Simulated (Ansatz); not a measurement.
# S on Hf(0001): change of the work function, part 3 of 5

Aim: the work function of Hf(0001) at several coverages of S (fcc site), and the dipole that each adsorbate carries.

Ansatz 0.2.0; plane-wave DFT, PBEsol, Ansatz PAW (the session's first sound run).

So far, work function, upper face (eV): step 2 (the clean slab) 4.38; step 3 (37 atoms, coverage 0.111 ML, cell 3x3) 4.46.

## Step 4: Adsorbate added, k-mesh 6×6×1, coverage 0.25 ML

System of this step: S/Hf(0001). The cell holds 17 atoms: 16 Hf and 1 S. Cell: a = 6.400 Å, b = 6.400 Å, c = 27.723 Å, α = 90.0°, β = 90.0°, γ = 60.0°. Vacuum lies along c.

Another coverage, to see how the dipoles act on each other as their distance changes.

input.yaml reads:

```yaml
crystal:
  lattice:
    - [6.4, 0.0, 0.0]
    - [3.2, 5.5425625842, 0.0]
    - [0.0, 0.0, 27.7227404283]
  atoms:
    - { symbol: Hf, position: [0.3333333333, 0.3333333333, 0.3246432301] }
    - { symbol: Hf, position: [0.0, 0.0, 0.415947335] }
    - { symbol: Hf, position: [0.3333333333, 0.3333333333, 0.5089135937] }
    - { symbol: Hf, position: [0.0, 0.0, 0.592862125] }
    - { symbol: Hf, position: [0.3333333333, 0.8333333333, 0.3246432301] }
    - { symbol: Hf, position: [0.0, 0.5, 0.415947335] }
    - { symbol: Hf, position: [0.3333333333, 0.8333333333, 0.5089135937] }
    - { symbol: Hf, position: [0.0, 0.5, 0.592862125] }
    - { symbol: Hf, position: [0.8333333333, 0.3333333333, 0.3246432301] }
    - { symbol: Hf, position: [0.5, 0.0, 0.415947335] }
    - { symbol: Hf, position: [0.8333333333, 0.3333333333, 0.5089135937] }
    - { symbol: Hf, position: [0.5, 0.0, 0.592862125] }
    - { symbol: Hf, position: [0.8333333333, 0.8333333333, 0.3246432301] }
    - { symbol: Hf, position: [0.5, 0.5, 0.415947335] }
    - { symbol: Hf, position: [0.8333333333, 0.8333333333, 0.5089135937] }
    - { symbol: Hf, position: [0.5, 0.5, 0.592862125] }
    - { symbol: S, position: [0.1666666667, 0.1666666667, 0.6753567699] }
kpoints:
  mp_grid: { grid: [6, 6, 1] }
hamiltonian:
  xc: pbesol
scf:
  occupations: { method: fermi_dirac, width: 0.1 }
  convergence: { dr2_threshold: 1.0e-08 }
efield:
  axis: 3
  dipole_correction: true
  ramp_position: 0.97
  ramp_width: 0.06
relax:
  f_tol: 0.02
  max_steps: 60
  constraints: [{ sites: [0, 1, 4, 5, 8, 9, 12, 13] }]
output:
  bader: true
  dos: { projected: true, e_range: [-8, 4] }
  write_potential: true
  write_density: true
  volumetric_format: npy
  elf: true
```

Launch:

```sh
> ansatz run input.yaml --threads 4 --pin off --max-ram 12288MiB --backend cpu --events-out ev --progress --plain --runs-dir out
```

Numbers of over 12 decimals in the logs are rounded to 6 here.

The log of the run:

```text
[...]
Crystal: 17 atoms, lattice volume = 983.392 Å³
Basis set: ecut = 420 eV, 19269 PW (Γ), exchange–correlation on 90×90×384 points (8 copies of the dense FFT grid, shifted against one another)
Bands: 254, of which v1, the nominal top of the filled ones, is band 211 counted from 1 (210 counted from 0)
Symmetry: 6 space group operations
[...]
k-points: 7 of 36 (time reversal used)
[...]
SCF iter   1: F=—  HF=-250447.429631 eV  |F-HF|=—  |Δ(HF+E_count)|=         —  Δρ=7.69e-3  dr2=1.34e1  ethr=1.77e-3  p=-0.212 e·Å  D=-3.91e-2 V/Å  ΔV_dip=1.08 eV  dr2_dipole=7.94e-1  V_vac-E_F(+/−)=5.71/4.62 eV  ⟨swp⟩=6.4  Hψ=5802  notcnv=0  defer=19
[...]
SCF iter  12: F=-250447.031774 eV  HF=-250447.031774 eV  |F-HF|=2.56e-9  |Δ(HF+E_count)|=   1.39e-8  Δρ=1.82e-7  dr2=6.12e-10  ethr=2.37e-12  p=-0.180 e·Å  D=-3.31e-2 V/Å  ΔV_dip=0.92 eV  dr2_dipole=5.63e-12  V_vac-E_F(+/−)=5.36/4.44 eV  ⟨swp⟩=10.3  Hψ=13953  notcnv=0
SCF 1 converged in 12 iterations: F = -250447.031774 eV  dr2 = 6.12e-10
[...]
relax step   1: F+E_penalty+E_count = -250447.03177427 eV  Δ(F+E_penalty+E_count) = +0.000e0 eV  max|allowed force component| = 3.609e0 eV/Å  Δτ_max = 0.0000 Å  (12 SCF iters, accepted)
[...]
SCF iter  10: F=-250447.881017 eV  HF=-250447.881017 eV  |F-HF|=2.07e-8  |Δ(HF+E_count)|=   2.88e-8  Δρ=7.80e-7  dr2=7.20e-9  ethr=2.37e-12  p=-0.111 e·Å  D=-2.04e-2 V/Å  ΔV_dip=0.57 eV  dr2_dipole=5.08e-10  V_vac-E_F(+/−)=5.01/4.44 eV  ⟨swp⟩=16.1  Hψ=18074  notcnv=0
SCF 2 converged in 10 iterations: F = -250447.881017 eV  dr2 = 7.20e-9
relax step   2: F+E_penalty+E_count = -250447.88101672 eV  Δ(F+E_penalty+E_count) = -8.492e-1 eV  max|allowed force component| = 2.672e0 eV/Å  Δτ_max = 0.1949 Å  (10 SCF iters, accepted)
SCF iter   1: F=—  HF=-250448.364772 eV  |F-HF|=—  |Δ(HF+E_count)|=         —  Δρ=2.74e-3  dr2=4.31e-1  ethr=6.95e-4  p=-0.111 e·Å  D=-2.04e-2 V/Å  ΔV_dip=0.57 eV  dr2_dipole=2.79e-2  V_vac-E_F(+/−)=5.01/4.45 eV  ⟨swp⟩=4.3  Hψ=3927  notcnv=0  defer=51
[...]
SCF iter  10: F=-250448.312087 eV  HF=-250448.312087 eV  |F-HF|=7.19e-9  |Δ(HF+E_count)|=   4.56e-8  Δρ=5.56e-7  dr2=6.98e-9  ethr=2.37e-12  p=-0.051 e·Å  D=-9.37e-3 V/Å  ΔV_dip=0.26 eV  dr2_dipole=1.48e-9  V_vac-E_F(+/−)=4.70/4.44 eV  ⟨swp⟩=16.9  Hψ=16079  notcnv=0
SCF 3 converged in 10 iterations: F = -250448.312087 eV  dr2 = 6.98e-9
relax step   3: F+E_penalty+E_count = -250448.31208673 eV  Δ(F+E_penalty+E_count) = -4.311e-1 eV  max|allowed force component| = 1.089e0 eV/Å  Δτ_max = 0.1950 Å  (10 SCF iters, accepted)
[...]
relax step   4: F+E_penalty+E_count = -250448.41686302 eV  Δ(F+E_penalty+E_count) = -1.048e-1 eV  max|allowed force component| = 4.468e-1 eV/Å  Δτ_max = 0.1972 Å  (10 SCF iters, accepted)
[...]
relax step   5: F+E_penalty+E_count = -250448.43295565 eV  Δ(F+E_penalty+E_count) = -1.609e-2 eV  max|allowed force component| = 1.946e-1 eV/Å  Δτ_max = 0.0407 Å  (9 SCF iters, accepted)
SCF iter   1: F=—  HF=-250448.438802 eV  |F-HF|=—  |Δ(HF+E_count)|=         —  Δρ=5.60e-4  dr2=1.63e-2  ethr=1.06e-4  p=-0.025 e·Å  D=-4.61e-3 V/Å  ΔV_dip=0.13 eV  dr2_dipole=9.65e-5  V_vac-E_F(+/−)=4.57/4.45 eV  ⟨swp⟩=2.0  Hψ=2491  notcnv=0  defer=50
[...]
SCF iter   8: F=-250448.437099 eV  HF=-250448.437099 eV  |F-HF|=1.19e-8  |Δ(HF+E_count)|=   5.40e-8  Δρ=5.37e-7  dr2=5.67e-9  ethr=2.37e-12  p=-0.031 e·Å  D=-5.71e-3 V/Å  ΔV_dip=0.16 eV  dr2_dipole=6.56e-10  V_vac-E_F(+/−)=4.60/4.44 eV  ⟨swp⟩=12.6  Hψ=16969  notcnv=0
SCF 6 converged in 8 iterations: F = -250448.437099 eV  dr2 = 5.67e-9
relax step   6: F+E_penalty+E_count = -250448.43709903 eV  Δ(F+E_penalty+E_count) = -4.143e-3 eV  max|allowed force component| = 1.159e-2 eV/Å  Δτ_max = 0.0147 Å  (8 SCF iters, accepted)
[...]
SCF converged after 8 iterations
Free energy (F): -250448.437099 eV
[...]
Internal energy: -250447.702850 eV  (E = F + TS)
E sigma→0 (E₀):  -250448.069974 eV
Entropy (-TS):   -0.734249 eV (-43.191 meV/atom)
Fermi energy:    4.597227 eV
Dipole field:    D = -0.005726 V/Å  (p = -0.031120 e·Å, saw-weighted, corrected)
Work function:   Φ+ = 4.6030 eV   Φ− = 4.4442 eV
[...]
--- Forces (eV/Å), atoms counted from 1 ---
  atom   1  Hf     0.01272913     0.00734917     0.88276405
  atom   2  Hf     0.01737878     0.01003364    -0.86799605
  atom   3  Hf     0.00574140     0.00331480     0.00072157
  atom   4  Hf     0.00731993     0.00422616    -0.00137233
  atom   5  Hf    -0.00000000    -0.01469833     0.88276405
  atom   6  Hf    -0.00000000    -0.02006729    -0.86799605
  atom   7  Hf    -0.00000000    -0.00662960     0.00072157
  atom   8  Hf    -0.00000000    -0.00845232    -0.00137233
  atom   9  Hf    -0.01272913     0.00734917     0.88276405
  atom  10  Hf    -0.01737878     0.01003364    -0.86799605
  atom  11  Hf    -0.00574140     0.00331480     0.00072157
  atom  12  Hf    -0.00731993     0.00422616    -0.00137233
  atom  13  Hf    -0.00000000     0.00000000     0.84859520
  atom  14  Hf    -0.00000000    -0.00000000    -0.91144689
  atom  15  Hf     0.00000000     0.00000000     0.01158835
  atom  16  Hf     0.00000000    -0.00000000     0.00619008
  atom  17  S      0.00000000     0.00000000     0.00272398
  max |Σ_I F_I| component: 2.43e-6 eV/Å
--- Band table (eV; the first three rows and the last of 7) ---
  k-point 0: bands = [... 207 lower, 4.7645, 4.8180, 4.9027, 5.0836, 5.0836, 5.2791, 5.3540, 5.6694, ... 39 higher]
  k-point 1: bands = [... 207 lower, 4.7196, 4.7555, 4.8292, 4.9523, 4.9653, 5.0971, 5.2114, 5.3435, ... 39 higher]
  k-point 2: bands = [... 207 lower, 4.4623, 4.5243, 4.5611, 4.5915, 4.6783, 4.6979, 4.8369, 4.9517, ... 39 higher]
  k-point 6: bands = [... 207 lower, 3.9892, 4.0729, 4.1892, 4.2090, 4.2263, 4.2652, 4.5223, 4.5852, ... 39 higher]
--- Relaxed structure (6 steps of the walk, 6 accepted, 0 SCFs on fresh bases) ---
  F+E_penalty+E_count = -250448.43709903 eV   max|allowed force component| = 1.159e-2 eV/Å
  atoms:
    - { symbol: Hf, position: [0.333333, 0.333333, 0.324643] }
    - { symbol: Hf, position: [2.66671216701714e-17, 2.66671216701714e-17, 0.415947335] }
    - { symbol: Hf, position: [0.331673, 0.331673, 0.508829] }
    - { symbol: Hf, position: [-0.00530021, -0.00530021, 0.594271] }
    - { symbol: Hf, position: [0.333333, 0.833333, 0.324643] }
    - { symbol: Hf, position: [5.551115123125783e-17, 0.5, 0.415947335] }
    - { symbol: Hf, position: [0.331673, 0.836655, 0.508829] }
    - { symbol: Hf, position: [-0.00530021, 0.510600, 0.594271] }
    - { symbol: Hf, position: [0.833333, 0.333333, 0.324643] }
    - { symbol: Hf, position: [0.5, 2.66671216701714e-17, 0.415947335] }
    - { symbol: Hf, position: [0.836655, 0.331673, 0.508829] }
    - { symbol: Hf, position: [0.510600, -0.00530021, 0.594271] }
    - { symbol: Hf, position: [0.833333, 0.833333, 0.324643] }
    - { symbol: Hf, position: [0.5, 0.5, 0.415947335] }
    - { symbol: Hf, position: [0.833333, 0.833333, 0.506999] }
    - { symbol: Hf, position: [0.5, 0.5, 0.591755] }
    - { symbol: S, position: [0.166667, 0.166667, 0.653355] }
--- Bader charges: 17 sites ---
  site symbol  charge [e]  shift [e] shared [e]
     0     Hf     -0.0555     0.0000    -0.0555
     1     Hf      0.0460     0.0000     0.0460
     2     Hf      0.0871     0.0000     0.0871
     3     Hf      0.3310     0.0001     0.3146
     4     Hf     -0.0556     0.0000    -0.0556
     5     Hf      0.0461     0.0000     0.0461
     6     Hf      0.0871     0.0000     0.0871
     7     Hf      0.3310     0.0001     0.3146
     8     Hf     -0.0556     0.0000    -0.0556
     9     Hf      0.0461     0.0000     0.0461
    10     Hf      0.0871     0.0000     0.0871
    11     Hf      0.3310     0.0001     0.3146
    12     Hf     -0.0548     0.0000    -0.0548
    13     Hf      0.0586     0.0000     0.0586
    14     Hf      0.0637     0.0000     0.0612
    15     Hf     -0.0823     0.0000    -0.0823
    16      S     -1.1595     0.0003    -1.1595
  maxima off the nuclei: 1, with 0.0516 electrons
  on the straight line to a nucleus their density falls by 3.9e-4 of itself; PAW files or a low cutoff
  can make one that falls by little (a run on other files and one at a higher cutoff tell): if they did, read the shared
  charge, to which what the maxima have on the atom's side is counted
  estimated error of the sums over rays = 6.1e-4 e
```

Wall time 6.4 min (4 threads of Arm Neoverse V2, shared host); peak memory 5.5 GiB; 26 min of CPU time.

The steps of the relaxation:

```
step  energy less that of the first step (eV)  largest force component (eV/Å)
   1                                   0.0000                          3.6086
   2                                  -0.8492                          2.6720
   3                                  -1.2803                          1.0890
   4                                  -1.3851                          0.4468
   5                                  -1.4012                          0.1946
   6                                  -1.4053                          0.0116
```

The run keeps the 6 symmetry operations that it works with, so distortions that break them were not tested.

The atoms that moved most (Å):

| atom | dx | dy | dz | length |
| --- | --- | --- | --- | --- |
| S17 | 0.000 | 0.000 | -0.610 | 0.610 |
| Hf12 | 0.051 | -0.029 | 0.039 | 0.071 |
| Hf8 | 0.000 | 0.059 | 0.039 | 0.071 |
| Hf4 | -0.051 | -0.029 | 0.039 | 0.071 |
| Hf15 | 0.000 | 0.000 | -0.053 | 0.053 |
| Hf16 | 0.000 | 0.000 | -0.031 | 0.031 |
| Hf11 | 0.016 | -0.009 | -0.002 | 0.019 |
| Hf3 | -0.016 | -0.009 | -0.002 | 0.019 |

Final coordinates:

```xyz
17
Lattice="6.4000 0.0000 0.0000 3.2000 5.5426 0.0000 0.0000 0.0000 27.7227" Properties=species:S:1:pos:R:3
Hf    3.2000    1.8475    9.0000
Hf    0.0000    0.0000   11.5312
Hf    3.1841    1.8383   14.1061
Hf   -0.0509   -0.0294   16.4748
Hf    4.8000    4.6188    9.0000
Hf    1.6000    2.7713   11.5312
Hf    4.8000    4.6372   14.1061
Hf    1.6000    2.8300   16.4748
Hf    6.4000    1.8475    9.0000
Hf    3.2000    0.0000   11.5312
Hf    6.4159    1.8383   14.1061
Hf    3.2509   -0.0294   16.4748
Hf    8.0000    4.6188    9.0000
Hf    4.8000    2.7713   11.5312
Hf    8.0000    4.6188   14.0554
Hf    4.8000    2.7713   16.4051
S     1.6000    0.9238   18.1128
```

This step gave:

```yaml
energy_at_zero_smearing: -250448.0700 eV
work_function_upper_face: 4.603 eV
work_function_lower_face: 4.444 eV
dipole_along_the_normal: -0.03112 e·Å
step_between_the_vacuum_levels: 0.1587 eV
```

The density of states has structure finer than the step of the table below, so its rows give means over 0.5 eV, whole bins alone (the curve runs from -8 to 1.98 eV). Peaks (eV: height): -1.08: 48.6, -0.96: 62.8, -0.81: 39.3, 0.63: 49.0, 1.17: 42.1, 1.26: 52.1, 1.62: 38.5.

Table of density of states by energy, zero at the Fermi level; means over each step:

```
energy (eV)  density of states (states/eV a cell)
       -7.5                                     0
       -7.0                                 0.109
       -6.5                                  1.09
       -6.0                                  1.24
       -5.5                                  2.75
       -5.0                                  2.87
       -4.5                                  5.31
       -4.0                                  10.2
       -3.5                                  8.37
       -3.0                                  10.8
       -2.5                                  12.5
       -2.0                                  15.3
       -1.5                                  13.3
       -1.0                                  24.8
       -0.5                                  16.5
        0.0                                  22.3
        0.5                                  24.0
        1.0                                  23.8
        1.5                                  22.4
```

Projected DOS per atom over height of the atomic layer and energy from the Fermi level. Layers: Hf4 Hf4 Hf4 Hf4 S from below.

Ten even steps from '0' (0.00 states/eV) to '9' (3.53 states/eV), each cell a mean:
```
23430
23440
43230
53230
52230
32220
44440
22220
12222
22222
12111
11112
11115
00029
00001
00000
00000
00000
00000
00000
00000
00000
```
Columns: height of the atomic layer (Å) from 9 to 18.1 (not evenly spaced); rows upwards: energy from the Fermi level (eV) from -7.96 to 1.95.

Electrostatic potential energy in the ca plane at fractional y = 0.000, with atoms of Hf within 0.2 Å of it. With pseudopotentials it is smooth inside the atoms' cores, unlike the true potential.

Values in eV, 9 rows by 16 columns, each cell a mean:
```
  5  -9 -32  -7   5   5 -12 -33  -7   8   9   9   9   9   9   9
 -2   3  -4   3  -3  -3   2  -6   4   8   9   9   9   9   9   9
 -4   4   0   4  -5  -4   3  -1   5   8   9   9   9   9   9   9
  4  -6 -28  -4   3   4  -9 -29  -4   8   9   9   9   9   9   9
  6 -14 -33 -11   6   6 -15 -33 -10   7   9   9   9   9   9   9
  2  -2 -20  -1   1   1  -2 -17   0   6   9   9   9   9   9   9
 -5   5   3   5  -6  -7   5   3   2   2   9   9   9   9   9   9
  0   1 -12   1   0  -1   0 -10   1   5   9   9   9   9   9   9
  6 -12 -33 -10   6   6 -13 -33  -8   7   9   9   9   9   9   9
```
Columns run along c (16.0 Å, from fractional 0.34 to 0.91 of the cell; values clipped at the 3rd and 97th percentile), rows up along a (6.4 Å). Atoms in or near the plane, at fractional coordinates: Hf at (0.42, 0.00), Hf at (0.59, 0.99), Hf at (0.42, 0.50), Hf at (0.59, 0.51).

Valence density in the ca plane at fractional y = 0.000, with atoms of Hf within 0.2 Å of it. It is the smooth field of the valence electrons, not physical close to the nuclei.

Values in e/Å³, 9 rows by 16 columns, each cell a mean:
```
 0  1 12  1  0  0  2 13  1  0  0  0  0  0  0  0
 0  0  1  0  0  0  0  1  0  0  0  0  0  0  0  0
 0  0  0  0  0  0  0  0  0  0  0  0  0  0  0  0
 0  1  7  1  0  0  1  8  1  0  0  0  0  0  0  0
 0  2 21  2  0  0  3 20  1  0  0  0  0  0  0  0
 0  0  3  0  0  0  0  2  0  0  0  0  0  0  0  0
 0  0  0  0  1  1  0  0  0  0  0  0  0  0  0  0
 0  0  1  0  0  0  0  1  0  0  0  0  0  0  0  0
 0  2 18  1  0  0  2 16  1  0  0  0  0  0  0  0
```
Columns run along c (16.0 Å, from fractional 0.34 to 0.91 of the cell), rows up along a (6.4 Å). Atoms in or near the plane, at fractional coordinates: Hf at (0.42, 0.00), Hf at (0.59, 0.99), Hf at (0.42, 0.50), Hf at (0.59, 0.51).

ELF in the ca plane at fractional y = 0.000, with atoms of Hf within 0.2 Å of it. It is the smooth field of the valence electrons, not physical close to the nuclei.

Ten even steps from '0' (0.00) to '9' (0.84), each cell a mean:
```
77525999833677785279997200000000000000000000
34422687423433344247874100000000000000000000
22332232223212223222332221100000000000000000
31244322343123312443234543100000000000000000
31244322343123312442234443100000000000000000
22332232223212223222332221100000000000000000
34422687423433344247874100000000000000000000
77525999833677785279997200000000000000000000
88526999843778885279997212211000000000000000
56523899623554565258984246653100000000000000
23332354223322224323432589875310000000000000
21243222233123212332125899986420000000000000
31245433453124322443236999997420000000000000
21243222233123212332125899986420000000000000
23322355223322234224432589875310000000000000
56524899623554565258984246643100000000000000
88526999843778885279997212211000000000000000
```
Columns run along c (16.0 Å, from fractional 0.34 to 0.91 of the cell), rows up along a (6.4 Å). Atoms in or near the plane, at fractional coordinates: Hf at (0.42, 0.00), Hf at (0.59, 0.99), Hf at (0.42, 0.50), Hf at (0.59, 0.51).

The relaxation took 6 steps and lowered the energy by 1.4 eV; the largest force on the free atoms ends at 0.012 eV/Å.

By hand: a sheet of dipoles makes a step −p/(ε₀A) in the electron's potential. With e/ε₀ = 180.95 V·Å, p = -0.03112 e·Å and A = 35.47 Å², that is −180.95 × (-0.03112) / 35.47 = +0.159 eV, and the two vacuum levels of the run differ by +0.159 eV.

The covered face has 4.60 eV, +0.22 eV against the clean one; the bare back face has moved by -0.01 eV, a measure of how thin the slab is.

[end of part 3 of 5]

[Logs are printed without paths, hosts, clocks, repeated set-up lines and the standing remarks that a program may print on its own settings, such as how far it seeks lower states.]

[Hosts, paths, dates, database ids (printed as entryN), source tags and the programs' standing remarks are cut or masked in the printed files.]

[Maps of the electrostatic potential energy from Ansatz leave out the sawtooth potential of an applied field or a dipole correction, so their vacuum need not be flat; planar profiles and work functions include it.]

[The density of states shown here was stored with 400 of the rows of the run's finer table, so its peaks can read low, often by over a quarter, or be missed, and its means over a window can be off by a tenth or more.]
